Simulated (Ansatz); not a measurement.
**Sr (Fm-3m, 1 atom in the cell): converging a phonon calculation**

Wanted: convergence of the phonons of Sr (Fm-3m, 1 atom in the cell) against cost.

Calculated with Ansatz 0.2.0; DFT PBE, scalar-relativistic, plane waves, PAW.

## (1) Set-up

Symmetry: Fm-3m, No. 225, cubic system. The conventional cell has a = 6.026 Å, b = 6.026 Å, c = 6.026 Å, α = 90.00°, β = 90.00°, γ = 90.00°. Sr has 12 Sr at 4.26 Å nearest.

## (2) Relaxing to small forces for the phonons

Phonons need a cell at rest on their own settings, so the relaxation is repeated with tight tolerances on forces and stress on the k mesh and occupations of the first response run.

Input file input.yaml:

```yaml
crystal:
  lattice:
    - [0.0, 3.0128200973, 3.0128200973]
    - [3.0128200973, 0.0, 3.0128200973]
    - [3.0128200973, 3.0128200973, 0.0]
  atoms:
    - { symbol: Sr, position: [0.0, 0.0, 0.0] }
kpoints:
  mp_grid: { grid: [12, 12, 12] }
hamiltonian:
  xc: pbe
scf:
  occupations: { method: methfessel_paxton, width: 0.2 }
output:
  forces: true
  stress: true
  eigenvalues: true
relax:
  adjacent_minimum: "off"
  f_tol: 0.001
  max_steps: 60
  cell: { stress_tol: 0.01 }
```

Launch:

```console
ansatz run input.yaml --threads 4 --pin off --max-ram 7168MiB --backend cpu --events-out ev --progress --plain --runs-dir out
```

Numbers of over 12 decimals in the logs are rounded to 6 here.

The program printed:

```text
Engine: ansatz 0.2.0, aarch64-unknown-linux-gnu
Pseudopotentials: kind: paw
Pseudopotential: Sr, paw, valence charge 10, recommended cutoff 420 eV (normal), Sr.paw.azcp
Functional definition: PBE
  parameter kappa = 0.804
  parameter beta = 0.066725
  exchange = pbe_x(kappa = kappa, mu = beta*pi^2/3)
  correlation = pbe_c(beta = beta)
Crystal: 1 atoms, lattice volume = 54.695 Å³
[...]
--- Relaxed structure (3 steps of the walk, 3 accepted, 1 SCFs on fresh bases) ---
  F+E_penalty+E_count = -3544.22071199 eV   max|allowed force component| = 0.000e0 eV/Å   (the final SCF, on the basis selected at the relaxed cell)
  cell:  # Å, volume = 54.8190 Å³
    - [0, 3.015090, 3.015090]
    - [3.015090, 0, 3.015090]
    - [3.015090, 3.015090, 0]
  atoms:
    - { symbol: Sr, position: [0.0, 0.0, 0.0] }
[key lines of the parts left out:]
SCF converged after 6 iterations
Free energy (F): -3544.220712 eV
Fermi energy:    5.096257 eV
P = ⅓ Tr σ = 0.0000 GPa (0.000 kbar)
```

The job ended after 1.9 s (4 threads of Arm Neoverse V2, shared host; peak memory 0.33 GiB; 6.9 s of CPU time).

Little changed from the start: no atom moved by 0.005 Å and no cell edge by 0.1 %.

Numbers from this step:

```
pressure          : 3.22e-5 GPa
volume per atom   : 54.82 Å³
gap on the k-mesh : 0 eV
```

The forces vanish by symmetry and the pressure is 0.000 GPa, within the tolerances set. The cell now holds 54.82 Å³/atom.

## (3) Response at finite wavevector

Stability and thermal properties need the whole zone. Linear response on a 4×4×4 q mesh gives force constants as far as a supercell of that size would.

Input file input.yaml:

```yaml
crystal:
  lattice:
    - [0.0, 3.015089922, 3.015089922]
    - [3.015089922, 0.0, 3.015089922]
    - [3.015089922, 3.015089922, 0.0]
  atoms:
    - { symbol: Sr, position: [0.0, 0.0, 0.0] }
kpoints:
  mp_grid: { grid: [12, 12, 12] }
hamiltonian:
  xc: pbe
scf:
  occupations: { method: methfessel_paxton, width: 0.2 }
output:
  eigenvalues: true
phonons:
  method: dfpt
  qmesh: [4, 4, 4]
  temperatures: { t_max: 1000, t_step: 50 }
  qpath:
    path:
      - [[0.0, 0.0, 0.0], [0.5, 0.0, 0.5], [0.625, 0.25, 0.625]]
      - [[0.375, 0.375, 0.75], [0.0, 0.0, 0.0], [0.5, 0.5, 0.5], [0.5, 0.25, 0.75], [0.5, 0.0, 0.5]]
    npoints: 10
```

The program printed:

```text
[...]
Crystal: 1 atoms, lattice volume = 54.819 Å³
Basis set: ecut = 420 eV, 1067 PW (Γ), exchange–correlation on 60×60×60 points (8 copies of the dense FFT grid, shifted against one another)
Bands: 9, of which v1, the nominal top of the filled ones, is band 5 counted from 1 (4 counted from 0)
Symmetry: 48 space group operations
k-points: 72 of 1728
[...]
SCF iter   1: F=—  HF=-3544.220163 eV  |F-HF|=—  |Δ(HF+E_count)|=         —  Δρ=9.89e-4  dr2=8.93e-4  ethr=1.77e-3  ⟨swp⟩=6.5  Hψ=5538  notcnv=0
[...]
SCF iter   8: F=-3544.220712 eV  HF=-3544.220712 eV  |F-HF|=1.36e-12  |Δ(HF+E_count)|=  1.55e-11  S|Δr|=    0.00e0  Δρ=2.72e-8  dr2=9.38e-14  ethr=1.00e-12  ⟨swp⟩=7.4  Hψ=3515  notcnv=0
SCF 1 converged in 8 iterations: F = -3544.220712 eV  dr2 = 9.38e-14
[...]
NSCF: frozen V_eff on 72 k-points
[...]
DFPT response loops at q = (0, 0, 0) (fractional): preconditioner auto → Kerker (q_TF=auto, 2.055 Å⁻¹) (partly filled bands, converged f_vac=0.000); β = 1.00, the filter's whole step (`scf.mixing.beta` (0.50) is not read by the response loops under this deck's `scf.mixing.preconditioner`; to damp them name `kerker` or `kerker_dos`, under which they read `scf.mixing.beta`, and type it under 1.00, their step now; both keys bind the ground state too); Broyden in place of MSR1
[...]
SCF converged after 8 iterations
[...]
Free energy (F): -3544.220712 eV
[...]
Internal energy: -3544.219405 eV  (E = F + TS)
E sigma→0 (E₀):  -3544.220385 eV
Entropy (-TS):   -0.001307 eV (-1.307 meV/atom)
Fermi energy:    5.096257 eV
[...]
--- Band table (eV; the first three rows and the last of 72) ---
[...]
--- Phonons (Γ-DFPT): 1 representative perturbation + reference (Σ response iterations 3) ---
  ASR residual: 6.229e-5 → 0.000e0 eV/Å²; symmetrization residual: 5.551e-16 eV/Å²
  ASR residual per site (eV/Å²): 6.23e-5
  Γ frequencies (cm⁻¹): 0.00 0.00 0.00
--- Phonons (arbitrary-q DFPT): 8 irreducible q on the 4×4×4 mesh ---
  q = [0.0000, 0.0000, 0.0000] (star 1, of the zone-centre solve; hermiticity 2.15e-12, symmetrization 8.91e-12): -0.00 0.00 0.00
  q = [0.0000, 0.0000, 0.2500] (star 8, 1 solved perturbation on 936 of 1728 k-point pairs; hermiticity 7.62e-14, symmetrization 4.35e-13): 32.49 32.49 69.55
[...]
q = [0.0000, 0.2500, 0.2500] (star 6, 2 solved perturbations in 804 linear systems a pass and spin channel, the states on 510 of 1728 k-point pairs; hermiticity 3.18e-13, symmetrization 2.37e-13): 54.86 54.86 67.59
[...]
sum rule: each row above includes the acoustic sum rule's correction from the zone centre's row sums; it moved no ω² by more than (0.44 cm⁻¹)²
  mesh force constants: q→R imaginary residual 0.00e0; ASR residual 6.229e-5 → 0.000e0 eV/Å²; symmetrization residual 6.661e-16 eV/Å²
  interpolated dispersion: 62 rows × 3 modes
  density of states and harmonic sums: on the 20×20×20 q-mesh, interpolated from the force constants of a 4×4×4 supercell (no non-analytic term)
  largest difference from the sums on the solved wave vectors: F 1.49e-2 eV, S 1.89e-5 and C_V 4.01e-6 eV/K
  zero-point energy: 0.012748 eV/cell   skipped modes (ω ≤ 0): 3   left out of the sums: 1.25e-4 of the cell's modes: C_V's classical limit lies that fraction below 3 k_B per atom; for a crystal, a wire or a layer, F and S can be off by more, and a phonons.interpolated_qmesh denser along its periods is the remedy for the sampling
```

It took 60 s on 4 threads; peak memory 1.9 GiB.

Numbers from this step:

```
sum-rule residual before enforcement                    : 6.23e-5 eV/Å²
lowest frequency on the path                            : 0 cm⁻¹
highest frequency on the path or at a solved wavevector : 102.8 cm⁻¹
mean frequency                                          : 68.5 cm⁻¹
Debye temperature (second moment)                       : 132 K
logarithmic mean frequency                              : 65.1 cm⁻¹
lowest mode on the q mesh (acoustic modes at Γ apart)   : 32.49 cm⁻¹
zero-point energy per atom                              : 12.75 meV
heat capacity at 300 K                                  : 24.70 J/(mol atoms K)
vibrational entropy at 300 K                            : 54.09 J/(mol atoms K)
```

Frequencies (cm⁻¹) solved at each irreducible wavevector; negative means imaginary. Frequencies by wavevector, by row:

| q in reciprocal lattice units | star | mode 1 | mode 2 | mode 3 |
| --- | --- | --- | --- | --- |
| 0 0 0 | 1 | 0 | 0 | 0 |
| 0 0 0.25 | 8 | 32.5 | 32.5 | 69.5 |
| 0 0 -0.5 | 4 | 48.6 | 48.6 | 94.7 |
| 0 0.25 0.25 | 6 | 54.9 | 54.9 | 67.6 |
| 0 0.25 -0.5 | 24 | 64.1 | 71.2 | 94.1 |
| 0 0.25 -0.25 | 12 | 44.5 | 74.8 | 83.2 |
| 0 -0.5 -0.5 | 3 | 77.5 | 77.5 | 102.8 |
| 0.25 -0.5 -0.25 | 6 | 66.7 | 91.4 | 91.4 |

Interpolated from a 4×4×4 q mesh. The phonon branches at the labelled points (cm⁻¹):

| point | branch 1 | branch 2 | branch 3 |
| --- | --- | --- | --- |
| Γ | 0 | 0 | 0 |
| halfway | 55 | 55 | 68 |
| X | 78 | 78 | 103 |
| halfway | 75 | 79 | 101 |
| U | 68 | 83 | 96 |
| jump to K | 68 | 83 | 96 |
| halfway | 31 | 59 | 74 |
| Γ | 0 | 0 | 0 |
| halfway | 32 | 32 | 70 |
| L | 49 | 49 | 95 |
| halfway | 57 | 73 | 94 |
| W | 67 | 91 | 91 |
| halfway | 72 | 82 | 100 |
| X | 78 | 78 | 103 |

The phonon branches as a text plot (rows in cm⁻¹):

```
    101 |           *****                                     ***
     96 |         **     **                      ****       **
     92 |                  *                   **    *******
     88 |        *                            *            *
     84 |                ******                         *   **
     79 |       *    ****    ***             *         *      ***
     75 |         *** ***       *                             **
     71 |        *       *     *            *         *     **
     66 |      *          *                          *   ***
     62 |       *          *     *                     **
     58 |                       *          *        * *
     54 |    ***            *                      ***
     49 |                    **  ***            ****
     45 |    **                           *    *
     41 |   *                  *              *
     36 |   *                     ***        *
     32 |                       *        *  *
     28 |  *                               *
     24 |  *                     *  *
     19 |                         ** *    *
     15 | *                             **
     11 | *                         **
      6 |                            *  *
      2 |*                            **
         Γ           X  U|K            Γ         L        W     X
```

Symmetry leaves 8 wavevectors to solve. The lowest mode among them, the acoustic zeros apart, lies at q = (0, 0, 0.25) and is real, 32.5 cm⁻¹.

## (4) Another q mesh, q mesh 2×2×2

The q mesh is changed to 2×2×2, to see how far the force constants must reach.

input.yaml, as its differences from that of step 3:

```diff
@@ -17,3 +17,3 @@
   method: dfpt
-  qmesh: [4, 4, 4]
+  qmesh: [2, 2, 2]
   temperatures: { t_max: 1000, t_step: 50 }
```

The program printed:

```text
[...]
Crystal: 1 atoms, lattice volume = 54.819 Å³
Basis set: ecut = 420 eV, 1067 PW (Γ), exchange–correlation on 60×60×60 points (8 copies of the dense FFT grid, shifted against one another)
Bands: 9, of which v1, the nominal top of the filled ones, is band 5 counted from 1 (4 counted from 0)
Symmetry: 48 space group operations
k-points: 72 of 1728
[...]
SCF iter   1: F=—  HF=-3544.220163 eV  |F-HF|=—  |Δ(HF+E_count)|=         —  Δρ=9.89e-4  dr2=8.93e-4  ethr=1.77e-3  ⟨swp⟩=6.5  Hψ=5538  notcnv=0
[...]
SCF iter   8: F=-3544.220712 eV  HF=-3544.220712 eV  |F-HF|=1.36e-12  |Δ(HF+E_count)|=  1.55e-11  S|Δr|=    0.00e0  Δρ=2.72e-8  dr2=9.38e-14  ethr=1.00e-12  ⟨swp⟩=7.4  Hψ=3515  notcnv=0
SCF 1 converged in 8 iterations: F = -3544.220712 eV  dr2 = 9.38e-14
[...]
SCF converged after 8 iterations
[...]
Free energy (F): -3544.220712 eV
[...]
Internal energy: -3544.219405 eV  (E = F + TS)
E sigma→0 (E₀):  -3544.220385 eV
Entropy (-TS):   -0.001307 eV (-1.307 meV/atom)
Fermi energy:    5.096257 eV
[...]
--- Band table (eV; the first three rows and the last of 72) ---
[...]
ASR residual: 6.229e-5 → 0.000e0 eV/Å²; symmetrization residual: 5.551e-16 eV/Å²
  ASR residual per site (eV/Å²): 6.23e-5
  Γ frequencies (cm⁻¹): 0.00 0.00 0.00
--- Phonons (arbitrary-q DFPT): 3 irreducible q on the 2×2×2 mesh ---
[...]
interpolated dispersion: 62 rows × 3 modes
[...]
```

Wall time 10 s (4 threads); peak memory 0.81 GiB; 39 s of CPU time.

Numbers from this step:

| Quantity | Value |
| --- | --- |
| mean frequency | 69 cm⁻¹ |
| Debye temperature (second moment) | 133 K |
| logarithmic mean frequency | 65.9 cm⁻¹ |
| lowest mode on the q mesh (acoustic modes at Γ apart) | 48.62 cm⁻¹ |
| zero-point energy per atom | 12.83 meV |
| vibrational entropy at 300 K | 53.77 J/(mol atoms K) |

Frequencies (cm⁻¹) solved at each irreducible wavevector; negative means imaginary. Frequencies by wavevector, by row:

| q in reciprocal lattice units | star | mode 1 | mode 2 | mode 3 |
| --- | --- | --- | --- | --- |
| 0 0 0 | 1 | 0 | 0 | 0 |
| 0 0 -0.5 | 4 | 48.6 | 48.6 | 94.7 |
| 0 -0.5 -0.5 | 3 | 77.5 | 77.5 | 102.8 |

Interpolated from a 2×2×2 q mesh, rough between the solved points. The phonon branches at the labelled points (cm⁻¹):

| point | branch 1 | branch 2 | branch 3 |
| --- | --- | --- | --- |
| Γ | 0 | 0 | 0 |
| halfway | 51 | 51 | 70 |
| X | 78 | 78 | 103 |
| halfway | 76 | 80 | 100 |
| U | 71 | 85 | 94 |
| jump to K | 71 | 85 | 94 |
| halfway | 40 | 54 | 73 |
| Γ | 0 | 0 | 0 |
| halfway | 34 | 34 | 67 |
| L | 49 | 49 | 95 |
| halfway | 61 | 72 | 93 |
| W | 75 | 89 | 89 |
| halfway | 76 | 81 | 99 |
| X | 78 | 78 | 103 |

The phonon branches as a text plot (rows in cm⁻¹):

```
    101 |           ****                                      ***
     96 |         **    **                       ****       **
     92 |        *        *                    **    ****  *
     88 |                  ****                          ***
     84 |               ***                   *         *   **
     79 |       *    ***    *  *                       *      ***
     75 |           *  **    ** *            *           ******
     71 |      *  **     **                           * *
     66 |        *         *                *        * *
     62 |       *           *  * *                    *
     58 |    **                            *        **
     54 |                    ** *                  **
     49 |      *               *  **            ****
     45 |   *                    *        *   **
     41 |    **                 *            *
     36 |                           *       *
     32 |   *                    ***
     28 |  *                             * *
     24 |                         ***     *
     19 |  *                         *
     15 | *                         *   **
     11 | *                          *
      6 |                            *  *
      2 |*                            **
         Γ           X  U|K            Γ         L        W     X
```

The mean frequency is 69.0 cm⁻¹, +0.5 cm⁻¹ against the base run.

The highest branch reaches 103 cm⁻¹ on this path, at X. No branch goes imaginary on this path.

## (5) Another q mesh, q mesh 3×3×3

The q mesh is changed to 3×3×3, to see how far the force constants must reach.

input.yaml, as its differences from that of step 4:

```diff
@@ -17,3 +17,3 @@
   method: dfpt
-  qmesh: [2, 2, 2]
+  qmesh: [3, 3, 3]
   temperatures: { t_max: 1000, t_step: 50 }
```

The program printed:

```text
[...]
Crystal: 1 atoms, lattice volume = 54.819 Å³
Basis set: ecut = 420 eV, 1067 PW (Γ), exchange–correlation on 60×60×60 points (8 copies of the dense FFT grid, shifted against one another)
Bands: 9, of which v1, the nominal top of the filled ones, is band 5 counted from 1 (4 counted from 0)
Symmetry: 48 space group operations
k-points: 72 of 1728
[...]
E sigma→0 (E₀):  -3544.220385 eV
Entropy (-TS):   -0.001307 eV (-1.307 meV/atom)
Fermi energy:    5.096257 eV
[...]
--- Band table (eV; the first three rows and the last of 72) ---
[...]
ASR residual: 6.229e-5 → 0.000e0 eV/Å²; symmetrization residual: 5.551e-16 eV/Å²
  ASR residual per site (eV/Å²): 6.23e-5
  Γ frequencies (cm⁻¹): 0.00 0.00 0.00
--- Phonons (arbitrary-q DFPT): 4 irreducible q on the 3×3×3 mesh ---
[...]
interpolated dispersion: 62 rows × 3 modes
[...]
[key lines of the parts left out:]
SCF converged after 8 iterations
Free energy (F): -3544.220712 eV
```

Elapsed: 27 s, on 4 threads; peak memory 1.2 GiB.

Frequencies (cm⁻¹) solved at each irreducible wavevector; negative means imaginary. Frequencies by wavevector, by row:

| q in reciprocal lattice units | star | mode 1 | mode 2 | mode 3 |
| --- | --- | --- | --- | --- |
| 0 0 0 | 1 | 0 | 0 | 0 |
| 0 0 0.3333 | 8 | 41.1 | 41.1 | 83.5 |
| 0 0.3333 0.3333 | 6 | 67.2 | 67.2 | 86.1 |
| 0 0.3333 -0.3333 | 12 | 60.7 | 84.1 | 90.6 |

The mean frequency is 68.5 cm⁻¹, +0.0 cm⁻¹ against the base run.

## (6) Another q mesh, q mesh 6×6×6

The q mesh is changed to 6×6×6, to see how far the force constants must reach.

input.yaml, as its differences from that of step 5:

```diff
@@ -17,3 +17,3 @@
   method: dfpt
-  qmesh: [3, 3, 3]
+  qmesh: [6, 6, 6]
   temperatures: { t_max: 1000, t_step: 50 }
```

The program printed:

```text
[...]
Crystal: 1 atoms, lattice volume = 54.819 Å³
Basis set: ecut = 420 eV, 1067 PW (Γ), exchange–correlation on 60×60×60 points (8 copies of the dense FFT grid, shifted against one another)
Bands: 9, of which v1, the nominal top of the filled ones, is band 5 counted from 1 (4 counted from 0)
Symmetry: 48 space group operations
k-points: 72 of 1728
[...]
ASR residual: 6.229e-5 → 0.000e0 eV/Å²; symmetrization residual: 5.551e-16 eV/Å²
  ASR residual per site (eV/Å²): 6.23e-5
  Γ frequencies (cm⁻¹): 0.00 0.00 0.00
--- Phonons (arbitrary-q DFPT): 16 irreducible q on the 6×6×6 mesh ---
[...]
q = [0.1667, 0.3333, -0.5000] (star 24, 3 solved perturbations on 936 of 1728 k-point pairs; hermiticity 3.08e-8, symmetrization 1.31e-13): 56.62 75.77 87.89
[...]
interpolated dispersion: 62 rows × 3 modes
[...]
[key lines of the parts left out:]
SCF converged after 8 iterations
Free energy (F): -3544.220712 eV
Fermi energy:    5.096257 eV
```

The job ended after 3.1 min (4 threads; peak memory 1.9 GiB).

The mean frequency is 68.5 cm⁻¹, +0.0 cm⁻¹ against the base run.

## (7) Side by side

Times are for 4 threads of Arm Neoverse V2, shared host. The series side by side:

| no. | q mesh | k-mesh | mean frequency (cm⁻¹) | zero-point energy per atom (meV) | lowest frequency on the path (cm⁻¹) | time | memory (GiB) |
| --- | --- | --- | --- | --- | --- | --- | --- |
| 1 | 2×2×2 | 12×12×12 | 69 | 12.83 | 0 | 10 s | 0.81 |
| 2 | 3×3×3 | 12×12×12 | 68.5 | 12.74 | 0 | 27 s | 1.2 |
| 3 | 6×6×6 | 12×12×12 | 68.5 | 12.74 | 0 | 3.1 min | 1.9 |

The runs together. Phonon density of states against wavenumber; read off at these points; values in 1/cm⁻¹/cell:

| wavenumber (cm⁻¹) | 2×2×2, 12×12×12 | 3×3×3, 12×12×12 | 6×6×6, 12×12×12 |
| --- | --- | --- | --- |
| 2.50 | 3.0e-5 | 3.0e-5 | 4.0e-5 |
| 5.00 | 1.4e-4 | 1.1e-4 | 1.7e-4 |
| 7.50 | 3.0e-4 | 2.4e-4 | 8.7e-4 |
| 10.00 | 7.7e-4 | 6.6e-4 | 0.00137 |
| 12.50 | 0.00124 | 0.00116 | 0.00193 |
| 15.00 | 0.00183 | 0.00172 | 0.00284 |
| 17.50 | 0.00269 | 0.00254 | 0.00363 |
| 20.00 | 0.00353 | 0.00343 | 0.00445 |
| 22.50 | 0.00451 | 0.00427 | 0.00556 |
| 25.00 | 0.00563 | 0.00553 | 0.00673 |
| 27.50 | 0.00704 | 0.00695 | 0.00805 |
| 30.00 | 0.00857 | 0.00869 | 0.00986 |
| 32.50 | 0.0105 | 0.0107 | 0.0117 |
| 35.00 | 0.0124 | 0.0130 | 0.0138 |
| 37.50 | 0.0147 | 0.0158 | 0.0162 |
| 40.00 | 0.0178 | 0.0192 | 0.0190 |
| 42.50 | 0.0212 | 0.0240 | 0.0228 |
| 45.00 | 0.0259 | 0.0311 | 0.0271 |
| 47.50 | 0.0327 | 0.0419 | 0.0333 |
| 50.00 | 0.0434 | 0.0436 | 0.0432 |
| 52.50 | 0.0448 | 0.0463 | 0.0455 |
| 55.00 | 0.0467 | 0.0482 | 0.0477 |
| 57.50 | 0.0482 | 0.0506 | 0.0506 |
| 60.00 | 0.0502 | 0.0532 | 0.0530 |
| 62.50 | 0.0521 | 0.0565 | 0.0558 |
| 65.00 | 0.0541 | 0.0594 | 0.0588 |
| 65.50 | 0.0544 | 0.0597 | 0.0590 |
| 67.50 | 0.0562 | 0.0536 | 0.0512 |
| 70.00 | 0.0585 | 0.0484 | 0.0465 |
| 72.50 | 0.0612 | 0.0464 | 0.0453 |
| 74.50 | 0.0629 | 0.0456 | 0.0441 |
| 75.00 | 0.0592 | 0.0455 | 0.044 |
| 77.50 | 0.0454 | 0.0485 | 0.0455 |
| 80.00 | 0.0456 | 0.0477 | 0.0479 |
| 82.50 | 0.0453 | 0.0474 | 0.0498 |
| 85.00 | 0.0435 | 0.0405 | 0.0430 |
| 87.50 | 0.0373 | 0.0389 | 0.0432 |
| 90.00 | 0.0675 | 0.0502 | 0.0518 |
| 92.50 | 0.108 | 0.0928 | 0.104 |
| 93.50 | 0.0983 | 0.100 | 0.122 |
| 95.00 | 0.0334 | 0.0482 | 0.0438 |
| 97.50 | 0.0161 | 0.0189 | 0.0214 |
| 100.00 | 0.00976 | 0.0128 | 0.0129 |
| 102.50 | 0.00116 | 0.00701 | 0.00171 |

The runs together, line C_V. C_V against temperature; values in J/mol-atom/K:

| temperature (K) | 2×2×2, 12×12×12 | 3×3×3, 12×12×12 | 6×6×6, 12×12×12 |
| --- | --- | --- | --- |
| 0 | 0 | 0 | 0 |
| 50 | 18.0 | 18.1 | 18.1 |
| 100 | 22.9 | 22.9 | 22.9 |
| 150 | 24.0 | 24 | 24.0 |
| 200 | 24.4 | 24.4 | 24.4 |
| 250 | 24.6 | 24.6 | 24.6 |
| 300 | 24.7 | 24.7 | 24.7 |
| 350 | 24.8 | 24.8 | 24.8 |
| 400 | 24.8 | 24.8 | 24.8 |
| 450 | 24.8 | 24.8 | 24.8 |
| 500 | 24.9 | 24.9 | 24.9 |
| 550 | 24.9 | 24.9 | 24.9 |
| 600 | 24.9 | 24.9 | 24.9 |
| 650 | 24.9 | 24.9 | 24.9 |
| 700 | 24.9 | 24.9 | 24.9 |
| 750 | 24.9 | 24.9 | 24.9 |
| 800 | 24.9 | 24.9 | 24.9 |
| 850 | 24.9 | 24.9 | 24.9 |
| 900 | 24.9 | 24.9 | 24.9 |
| 950 | 24.9 | 24.9 | 24.9 |
| 1000 | 24.9 | 24.9 | 24.9 |

(Part 1 of 3 ends here.)

[Logs are printed without paths, hosts, clocks, repeated set-up lines and the standing remarks that a program may print on its own settings, such as how far it seeks lower states.]

[Hosts, paths, dates, database ids (printed as entryN), source tags and the programs' standing remarks are cut or masked in the printed files.]
